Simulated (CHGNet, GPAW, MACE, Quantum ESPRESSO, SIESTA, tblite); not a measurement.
## tblite on random packing of Si18Te82 (at. %) (65 atoms): settings against a plane-wave reference

Wanted: tblite inputs and outputs for random packing of Si18Te82 (at. %) (65 atoms), checked against a plane-wave reference.

Method: the method is named at each step, in tblite 0.8.0.

## Step 1: The starting structure

The cell holds 65 atoms: 12 Si and 53 Te. Cell: a = 12.970 Å, b = 12.970 Å, c = 12.970 Å, α = 90.0°, β = 90.0°, γ = 90.0°. 65 atoms (12 Si, 53 Te) packed at random in a cube at 5.4 g/cm³ and pushed apart as soft spheres; a start for melting by ab initio MD, not an equilibrated structure. Then every atom was moved at random, 0.02 Å r.m.s. a Cartesian component.

The yardstick, on the same geometry:

```
method                 : Kohn-Sham DFT, PBE, SSSP efficiency 1.3.0 pseudopotentials, plane waves (Quantum ESPRESSO 7.5); sssp-pbe-1.3.0-efficiency, cutoffs 45/360 Ry, Γ point
r.m.s. force component : 1.092 eV/Å
longest force          : 4.868 eV/Å
pressure               : 4.592 GPa
time                   : 3.3 min on 4 MPI ranks of Arm Neoverse V1, shared host
CPU time               : 13 min
```

## Step 2: GFN1-xTB

Method: GFN1-xTB tight binding, diagonalisation.

run.py

```python
import numpy as np
from ase.io import read
from tblite.ase import TBLite

atoms = read("structure.xyz")
atoms.calc = TBLite(method="GFN1-xTB", electronic_temperature=580, accuracy=1.0, max_iterations=250, mixer_damping=0.1, verbosity=1)
energy = atoms.get_potential_energy()
forces = atoms.get_forces()
print(f"energy {energy:.6f} eV")
print("forces (eV/A)")
for i, (a, f) in enumerate(zip(atoms, forces)):
    print(f"{i:4d} {a.symbol:2s} {f[0]:10.5f} {f[1]:10.5f} {f[2]:10.5f}")
stress = -atoms.get_stress(voigt=False) * 160.21766
print("stress (GPa, compression positive)")
for row in stress:
    print(" ".join(f"{x:10.4f}" for x in row))
print("charges (e)")
print(np.array2string(atoms.get_charges(), precision=4, suppress_small=True, max_line_width=110, threshold=100000))
```

structure.xyz

```xyz
65
Lattice="12.97040 0.00000 0.00000 0.00000 12.97040 0.00000 0.00000 0.00000 12.97040" Properties=species:S:1:pos:R:3 pbc="T T T"
Si 3.12068 12.13926 9.63000
Si 6.08467 0.98316 9.45127
Si 8.05864 0.11725 11.15351
Si 5.38012 1.66086 2.55841
Si 2.33091 6.57846 0.97823
Si 10.93833 3.86933 4.90398
Si 8.35631 5.81658 4.88400
Si 2.21664 8.94958 7.78457
Si 12.26273 8.19081 3.36400
Si 7.33424 10.76738 6.00867
Si 0.60170 3.69164 5.70633
Si 4.84769 10.02430 7.56421
Te 8.09807 0.39080 6.73903
Te 7.14487 7.17159 1.06617
Te 12.92630 10.50836 5.04821
Te 3.07035 0.80715 12.64264
Te 10.83275 1.83492 9.55387
Te 0.34994 0.48380 6.55174
Te 3.09487 2.99046 7.26770
Te 8.93725 6.97133 11.52913
Te 1.60275 10.91200 0.68575
Te 7.00453 5.08984 2.73624
Te 2.27903 11.70773 7.18495
Te 12.35573 6.76303 11.71201
Te 11.77401 12.11876 10.47204
Te 10.83340 6.82451 9.38525
Te 1.63518 5.09516 11.80397
Te 6.46276 8.47616 11.04702
Te 1.74205 6.99442 9.63947
Te 12.95497 6.58507 7.06225
Te 11.51227 1.47084 3.07839
Te 4.11655 2.98397 9.90744
Te 9.10444 12.49581 0.65851
Te 9.83507 12.25353 8.65385
Te 6.23760 3.67828 5.54965
Te 9.34868 5.40399 7.26355
Te 10.28695 9.60886 9.94064
Te 3.38177 11.33782 3.51420
Te 7.45487 10.57062 9.26930
Te 9.30211 8.77383 5.74277
Te 1.38576 3.17541 0.94762
Te 5.27597 9.37993 4.38503
Te 0.16252 12.39361 2.42391
Te 6.96355 11.11810 12.55587
Te 4.25377 0.90533 5.23330
Te 4.94886 6.08156 7.85993
Te 6.11775 1.40249 12.48077
Te 8.61844 0.29235 3.64001
Te 2.45128 5.05482 4.48400
Te 8.10417 7.89301 9.04621
Te 4.09955 7.70987 2.62300
Te 8.64866 2.64557 2.01845
Te 10.26828 5.82462 0.98964
Te 10.14182 10.17982 1.88149
Te 2.30056 1.82182 2.94675
Te 8.07252 4.58581 9.54621
[... 5 atom lines left out ...]
Te 11.76636 3.98775 10.80862
Te 4.52304 4.07763 0.19961
Te 1.41935 2.53416 9.91198
Te 8.97591 2.92534 12.36377
```

Started as:

```bash
$ OMP_NUM_THREADS=1 python run.py > output.txt
```

What it wrote:

```text
------------------------------------------------------------
  cycle        total energy    energy error   density error
------------------------------------------------------------
      1     -220.7760979206  -2.2042064E+02   3.8015082E-01
      2     -222.4944110576  -1.7183131E+00   2.4951543E-01
      3     -222.7007981269  -2.0638707E-01   2.2266386E-01
      4     -222.9244525879  -2.2365446E-01   1.6965762E-01
      5     -223.2162093117  -2.9175672E-01   1.2557328E-01
      6     -223.2321705087  -1.5961197E-02   8.2331097E-02
      7     -223.2185740157   1.3596493E-02   6.0457740E-02
      8     -223.2955551562  -7.6981140E-02   3.1591161E-02
      9     -223.3029889843  -7.4338282E-03   2.2124662E-02
     10     -223.3035909943  -6.0200997E-04   1.6674954E-02
     11     -223.3060108702  -2.4198759E-03   9.1190719E-03
     12     -223.3066719990  -6.6112884E-04   3.9980909E-03
     13     -223.3069861096  -3.1411063E-04   1.6763845E-03
     14     -223.3070321201  -4.6010471E-05   7.1121989E-04
     15     -223.3070386802  -6.5601109E-06   4.3806842E-04
     16     -223.3070401387  -1.4584430E-06   3.0179476E-04
     17     -223.3070404391  -3.0042517E-07   2.0964733E-04
     18     -223.3070404122   2.6852803E-08   1.2849434E-04
     19     -223.3070405356  -1.2337802E-07   6.1594443E-05
     20     -223.3070405908  -5.5179726E-08   2.4094898E-05
     21     -223.3070405983  -7.5659443E-09   1.1143414E-05
------------------------------------------------------------
 total:                                   3.512 sec
energy -6076.494084 eV
forces (eV/A)
   0 Si    0.74724    0.33591   -0.64388
   1 Si   -0.39125    0.01357    1.53932
   2 Si   -0.47223    0.80938   -0.22675
   3 Si   -1.27843   -0.15390    0.63135
   4 Si    1.67687   -0.58874   -0.78896
   5 Si    1.25800   -0.54462   -0.02670
   6 Si   -0.39165   -0.91567    0.49105
   7 Si    1.15977   -0.49574   -0.01578
   8 Si    0.71980    2.35360    0.82839
   9 Si    0.28971   -0.79691    0.68983
  10 Si    0.39796    1.03417   -0.24678
  11 Si   -0.13496   -0.16630   -0.06052
  12 Te   -1.20701   -1.04587   -1.41469
  13 Te    0.07467    0.32897   -1.01481
  14 Te   -0.91366   -0.15723   -1.50145
  15 Te    0.18740    0.61397    0.01040
  16 Te   -0.10979   -1.36484   -0.50490
  17 Te   -0.87982    1.21346   -0.79581
  18 Te   -0.20950    0.15374   -0.86248
  19 Te    1.02527   -1.00172    2.95810
  20 Te    0.20429   -0.46470   -0.52065
  21 Te    0.04909   -0.68279    1.12128
  22 Te    1.24231   -0.96769    1.16077
  23 Te   -0.96572   -0.71110    1.39543
[...]
57 Te    0.22608    1.21607   -0.35022
  58 Te   -2.82686   -0.29522    2.60249
  59 Te   -0.87223   -0.50612    0.04495
  60 Te   -1.31845   -1.42641    0.86128
  61 Te    0.44521    0.31449    1.03301
  62 Te   -0.72752    0.82086   -0.57783
  63 Te   -0.77045    0.02611    0.04575
  64 Te    0.01745    0.07082   -1.84759
stress (GPa, compression positive)
   -4.5171    -0.1216     0.5519
   -0.1216    -5.1352    -0.3887
    0.5519    -0.3887    -3.3561
charges (e)
[ 0.0266  0.0598  0.0376  0.1741  0.1257  0.1391  0.148   0.1522  0.1551  0.0765  0.0904  0.0134 -0.0489
 -0.0533 -0.0627 -0.0407 -0.0361 -0.1083  0.0281  0.007   0.0058  0.0391  0.0438  0.0972 -0.0568  0.0579
  0.0844  0.0239 -0.0261 -0.0959 -0.0813  0.0349  0.1099  0.0442 -0.1263  0.033  -0.0385 -0.0174  0.0394
 -0.1643 -0.0537  0.0311  0.0249  0.0666 -0.0685 -0.1799 -0.0127  0.0109 -0.1254  0.0943 -0.032   0.0124
 -0.1288 -0.1924  0.0002 -0.0838  0.0086 -0.0786  0.0434 -0.023  -0.0313 -0.0433 -0.0733 -0.0367 -0.0195]
```

Run time: 4.2 s. Hardware: 1 thread of Arm Neoverse V1, shared host; peak memory 0.14 GiB.

Banners, paths, timers and routine set-up lines are dropped from the logs unmarked, and long logs keep their key lines alone; longer cuts are marked.

Numbers from this run, and their distance from the reference:

* r.m.s. force component: 1.206 eV/Å
* r.m.s. difference of force components: 556.1 meV/Å
* longest difference of force vectors: 1862 meV/Å
* force difference over r.m.s. force: 50.93 %
* slope of forces against the reference's: 0.9802
* correlation of force components: 0.8875
* pressure: -4.336 GPa
* pressure difference: -8.928 GPa

Length of the force difference by element (eV/Å):

| element | atoms | mean | most |
| --- | --- | --- | --- |
| Si | 12 | 0.96 | 1.6 |
| Te | 53 | 0.87 | 1.9 |

The surroundings of Si3, which has 3 bonded neighbours where the commonest count for Si is 1, nearest first, numbered as they follow in the input and with coordinates relative to it.

| atom | x | y | z | distance (Å) | bonds | Mulliken charge (e) | Fx | Fy | Fz (eV/Å) |
| --- | --- | --- | --- | --- | --- | --- | --- | --- | --- |
| Si3 | 0.00 | 0.00 | 0.00 | 0.00 | 3 | 0.04 | -0.47 | 0.81 | -0.23 |
| Te44 | -1.10 | -1.97 | 1.40 | 2.65 | 4 | 0.07 | -0.35 | -3.02 | -3.90 |
| Te47 | -1.94 | 1.29 | 1.33 | 2.68 | 1 | -0.01 | -0.19 | 0.91 | -0.45 |
| Si2 | -1.97 | 0.87 | -1.70 | 2.75 | 1 | 0.06 | -0.39 | 0.01 | 1.54 |
| Te33 | 1.05 | -0.59 | 2.48 | 2.75 | 4 | 0.11 | 2.91 | 1.01 | -0.53 |
| Te34 | 1.78 | -0.83 | -2.50 | 3.18 | 3 | 0.04 | -1.25 | -0.32 | -1.77 |
| Te65 | 0.92 | 2.81 | 1.21 | 3.19 | 1 | -0.02 | 0.02 | 0.07 | -1.85 |
| Te39 | -0.60 | -2.52 | -1.88 | 3.20 | 2 | 0.04 | -1.53 | 1.41 | -1.06 |
| Te17 | 2.77 | 1.72 | -1.60 | 3.63 | 2 | -0.04 | -0.11 | -1.36 | -0.50 |

Atoms are counted from 1 here, from 0 in the log.

Forces lie 51 % from the reference's, at 0.0053 times its CPU time (on 1 against 4 cores).

## Step 3: Outcome

```json
{
  "force difference from the reference": "tblite GFN1-xTB, 51 %",
  "its CPU time": "4.2 s"
}
```

In words: Tight binding differs by 51 % (tblite GFN1-xTB); it is another model, with fitted parameters of its own, and the xTB methods hold dispersion. One electronic-structure run takes under half the reference's CPU time: tblite GFN1-xTB, at 51 % in 4.2 s against 13 min; its pressure misses by -8.9 GPa. Periodic xTB results under one method name differ between programs and library versions. The reference's pressure holds the uncorrected Pulay stress of its 45 Ry basis, so small pressure differences, and their order, may be the reference's own error. The reference's pressure of 4.6 GPa belongs to a cell and atoms that aren't relaxed at this level. The electronic-structure runs sample only Γ, in a cell whose shortest periodic width is 13 Å, which is coarse for a cell with partly filled levels. Spin–orbit coupling is left out, which matters for the levels of the heavy elements.

[Also dropped from logs without a mark: logging warnings of Python, and SIESTA's first energy breakdown and zero terms.]

[Logs are printed without paths, hosts, clocks, repeated set-up lines and the standing remarks that a program may print on its own settings, such as how far it seeks lower states.]

[Hosts, paths, dates, database ids (printed as entryN), source tags and the programs' standing remarks are cut or masked in the printed files.]
